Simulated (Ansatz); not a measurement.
# PtS2 monolayer (2H) under biaxial strain in the plane of the sheet, part 2 of 2

Aim: how do the optical modes of PtS2 monolayer (2H) shift and split under this strain?

Ansatz 0.2.0; DFT PBE, scalar-relativistic, plane waves, PAW; PAW set soft_1.

So far, highest optical mode at the zone centre (no LO-TO term) (cm⁻¹): step 5 (zone-centre response at rest) 307.

## 7. Zone-centre modes of the member: biaxial strain of +5 % in the plane of the sheet

The zone-centre modes follow for biaxial strain of +5 % in the plane of the sheet.

Input file input.yaml:

```yaml
crystal:
  lattice:
    - [3.6595008145, 0.0, 0.0]
    - [-1.8297504072, 3.1692206705, 0.0]
    - [0.0, 0.0, 30.0]
  atoms:
    - { symbol: Pt, position: [0.3333333333, 0.6666666667, 0.3333333333] }
    - { symbol: S, position: [0.6666666667, 0.3333333333, 0.3755555914] }
    - { symbol: S, position: [0.6666666667, 0.3333333333, 0.2911110753] }
  periodic: [true, true, false]
kpoints:
  mp_grid: { grid: [15, 15, 1] }
hamiltonian:
  xc: pbe
  pseudopotentials: { kind: paw, azcp: { folder: soft_1 } }
scf:
  occupations: { method: methfessel_paxton, width: 0.2 }
output:
  eigenvalues: true
phonons:
  method: dfpt
```

On the command line:

```sh
$ ansatz run input.yaml --threads 4 --pin off --max-ram 16384MiB --backend cpu --events-out ev --progress --plain --runs-dir out
```

Run time: 89 s. Hardware: 4 threads of Arm Neoverse V1, shared host; peak memory 1.6 GiB; 5.7 min of CPU time.

This step gave:

- sum-rule residual before enforcement: 1.19e-4 eV/Å²
- highest optical mode at the zone centre (no LO-TO term): 263.6 cm⁻¹
- lowest optical zone-centre mode: -196.3 cm⁻¹

Patterns of degenerate modes are one choice out of their space. Modes at Γ, with each element's share of the kinetic energy (negative means imaginary):

```
mode  frequency (cm⁻¹)  symmetry  Pt %  S %
   1            -196.3        E'    25   75
   2            -196.3        E'    25   75
   3               0.0  acoustic    75   25
   4               0.0  acoustic    75   25
   5               0.0  acoustic    75   25
   6              26.6      A2''    25   75
   7             120.0       E''     0  100
   8             120.0       E''     0  100
   9             263.6       A1'     0  100
```

Displacements in mode 1 (-196.3 cm⁻¹), the largest set to 1:
```
Pt1  0.00 -0.33  0.00
S2   0.00  1.00  0.00
S3   0.00  1.00  0.00
```

Displacements in mode 9 (263.6 cm⁻¹), the largest set to 1:
```
Pt1  0.00  0.00  0.00
S2   0.00  0.00  1.00
S3   0.00  0.00 -1.00
```

The lowest optical mode is imaginary, 196.3i cm⁻¹, so the energy falls along it, and the highest lies at 263.6 cm⁻¹.

Between step 5 and this run (strain 5 %) the value for the highest optical mode at the zone centre (no LO-TO term) moves from 307 cm⁻¹ to 264 cm⁻¹ (-14 %).

## 8. A member of the series: biaxial strain of -3 % in the plane of the sheet

The cell takes a biaxial strain of -3 % in the plane of the sheet. The cell is held, and the atoms relax in it.

input.yaml, the sections that differ from step 7:

```yaml
crystal:
  lattice:
    - [3.3806817048, 0.0, 0.0]
    - [-1.6903408524, 2.9277562385, 0.0]
    - [0.0, 0.0, 30.0]
  atoms:
    - { symbol: Pt, position: [0.3333333333, 0.6666666667, 0.3333333333] }
    - { symbol: S, position: [0.6666666667, 0.3333333333, 0.381060102] }
    - { symbol: S, position: [0.6666666667, 0.3333333333, 0.2856065646] }
  periodic: [true, true, false]
output:
  forces: true
  stress: true
  eigenvalues: true
relax:
  adjacent_minimum: "off"
  f_tol: 0.001
  max_steps: 60
# kpoints, hamiltonian, scf: as in step 7
# phonons: removed
```

Wall time 16 s (4 threads); peak memory 0.6 GiB.

The steps of the relaxation:

```
step  energy less that of the first step (eV)  largest force component (eV/Å)
   1                                   0.0000                          0.2585
   2                                  -0.0055                          0.0014
   3                                  -0.0055                          0.0014
   4                                  -0.0055                          0.0000
```

The run keeps the 12 symmetry operations that it works with, so distortions that break them were not tested.

The atoms that moved most (Å):

```
atom     dx     dy      dz  length
  S2  0.000  0.000   0.021   0.021
  S3  0.000  0.000  -0.021   0.021
```

The relaxed structure:

```cif
data_structure
_symmetry_space_group_name_H-M 'P 1'
_symmetry_Int_Tables_number 1
_cell_length_a 3.3807
_cell_length_b 3.3807
_cell_length_c 30.0000
_cell_angle_alpha 90.000
_cell_angle_beta 90.000
_cell_angle_gamma 120.000
_cell_volume 296.93
loop_
_atom_site_label
_atom_site_type_symbol
_atom_site_fract_x
_atom_site_fract_y
_atom_site_fract_z
_atom_site_occupancy
Pt1 Pt 0.33333 0.66667 0.33333 1
S2 S 0.66667 0.33333 0.38177 1
S3 S 0.66667 0.33333 0.28490 1
```

Numbers from this step:

* area per atom: 3.299 Å²

The largest force component left is 0.011 meV/Å.

## 9. Modes of this member: biaxial strain of -3 % in the plane of the sheet

The zone-centre modes follow for biaxial strain of -3 % in the plane of the sheet.

input.yaml, the sections that differ from step 8:

```yaml
crystal:
  lattice:
    - [3.3806817048, 0.0, 0.0]
    - [-1.6903408524, 2.9277562385, 0.0]
    - [0.0, 0.0, 30.0]
  atoms:
    - { symbol: Pt, position: [0.3333333333, 0.6666666667, 0.3333333333] }
    - { symbol: S, position: [0.6666666667, 0.3333333333, 0.3817712409] }
    - { symbol: S, position: [0.6666666667, 0.3333333333, 0.2848954257] }
  periodic: [true, true, false]
output:
  eigenvalues: true
phonons:
  method: dfpt
# kpoints, hamiltonian, scf: as in step 8
# relax: removed
```

It took 64 s on 4 threads; peak memory 1.4 GiB.

Numbers from this step:

* sum-rule residual before enforcement: 7.70e-5 eV/Å²
* highest optical mode at the zone centre (no LO-TO term): 316.7 cm⁻¹
* lowest optical zone-centre mode: 74.69 cm⁻¹

Patterns of degenerate modes are one choice out of their space. The modes at Γ (shares of kinetic energy by element, %):

```
mode  frequency (cm⁻¹)  symmetry  Pt %  S %
   1               0.0  acoustic    75   25
   2               0.0  acoustic    75   25
   3               0.0  acoustic    75   25
   4              74.7        E'    25   75
   5              74.7        E'    25   75
   6             110.1      A2''    25   75
   7             130.2       E''     0  100
   8             130.2       E''     0  100
   9             316.7       A1'     0  100
```

Displacements in mode 4 (74.7 cm⁻¹), the largest set to 1:
```
Pt1  0.00 -0.33  0.00
S2   0.00  1.00  0.00
S3   0.00  1.00  0.00
```

Displacements in mode 6 (110.1 cm⁻¹), the largest set to 1:
```
Pt1  0.00  0.00 -0.33
S2   0.00  0.00  1.00
S3   0.00  0.00  1.00
```

The lowest optical mode is real, 74.7 cm⁻¹, and the highest lies at 316.7 cm⁻¹.

Between step 5 and this run (strain -3 %) the value for the highest optical mode at the zone centre (no LO-TO term) moves from 307 cm⁻¹ to 317 cm⁻¹ (+3 %).

## 10. All members side by side

The members are set side by side, also those not shown above.

Energies are extrapolated to zero smearing, and E0 is that at rest; imaginary frequencies occur in the series; the cell is clamped and the atoms are relaxed; all runs use 15×15×1 k points and Methfessel-Paxton smearing of 0.2 eV. State of the crystal along the series:

```
strain (%)  E - E0 (meV/atom)
        -3              13.77
        -2              5.916
        -1              1.399
         0                  0
         1              1.443
         2              5.396
         3              11.46
         4              19.14
         5              27.71
```

Optical modes are counted from below at rest and tracked from member to member by their patterns, and modes that stay within 0.3 cm⁻¹ of each other stand once; labels, where given, are those at rest; imaginary frequencies occur in the series; the cell is clamped and the atoms are relaxed; all runs use 15×15×1 k points and Methfessel-Paxton smearing of 0.2 eV. Optical modes along the series:

```
strain (%)  optical mode 1 E' (cm⁻¹)  optical mode 2 A2'' (cm⁻¹)  optical mode 3 E'' (cm⁻¹)  optical mode 4 A1' (cm⁻¹)
        -3                     74.69                       110.1                      130.2                      316.7
        -2                     43.31                       103.8                      129.1                      314.3
        -1                    -42.35                       96.72                      127.8                      311.1
         0                    -75.12                       89.29                      126.5                      306.8
         1                    -99.68                       81.89                      125.3                      301.5
         2                    -122.6                       74.58                      124.2                      294.9
         3                    -146.4                       66.58                      123.3                        287
         4                    -171.7                       54.72                        122                        277
         5                    -196.3                       26.63                        120                      263.6
```

Value and slope at zero strain of a cubic (a lower polynomial where under five rows exist) through the rows within 2 % of rest. Slopes at rest:

```
               mode  frequency (cm⁻¹)  shift per percent of strain (cm⁻¹)
optical mode 2 A2''              89.3                               -7.45
 optical mode 3 E''             126.5                               -1.29
 optical mode 4 A1'             306.8                               -4.77
```

## 11. Outcome

- members: 9
- highest optical mode at the zone centre (no LO-TO term), at rest: 306.8 cm⁻¹
- optical mode 2 A2'', shift per percent: -7.45 cm⁻¹
- optical mode 3 E'', shift per percent: -1.29 cm⁻¹
- optical mode 4 A1', shift per percent: -4.77 cm⁻¹

**Reading.** Within 2 % of rest optical mode 4 A1' bends away from a straight line, so a single slope holds only near rest. The fastest shift in the table of slopes is -7.5 cm⁻¹ for each percent (optical mode 2 A2''). A mode is imaginary at strain (%) -1, 0, 1, 2, 3, 4 and 5, where this structure is not a minimum. These are harmonic frequencies at zero temperature: anharmonic shifts, linewidths and thermal expansion are left out. Spin-orbit coupling is left out, which can matter for the heavy elements here. With no gap, or one that is small against the smearing, the frequencies hang on the k mesh and the smearing, most of all near Kohn anomalies. A semilocal functional can close a gap that the real compound would have, so the metallic treatment may be an artefact of the level. The starting cell was built on a prototype and not taken from a measurement. Only the zone centre was solved, so an instability at another wavevector cannot show here.

[Logs are printed without paths, hosts, clocks, repeated set-up lines and the standing remarks that a program may print on its own settings, such as how far it seeks lower states.]

[Hosts, paths, dates, database ids (printed as entryN), source tags and the programs' standing remarks are cut or masked in the printed files.]
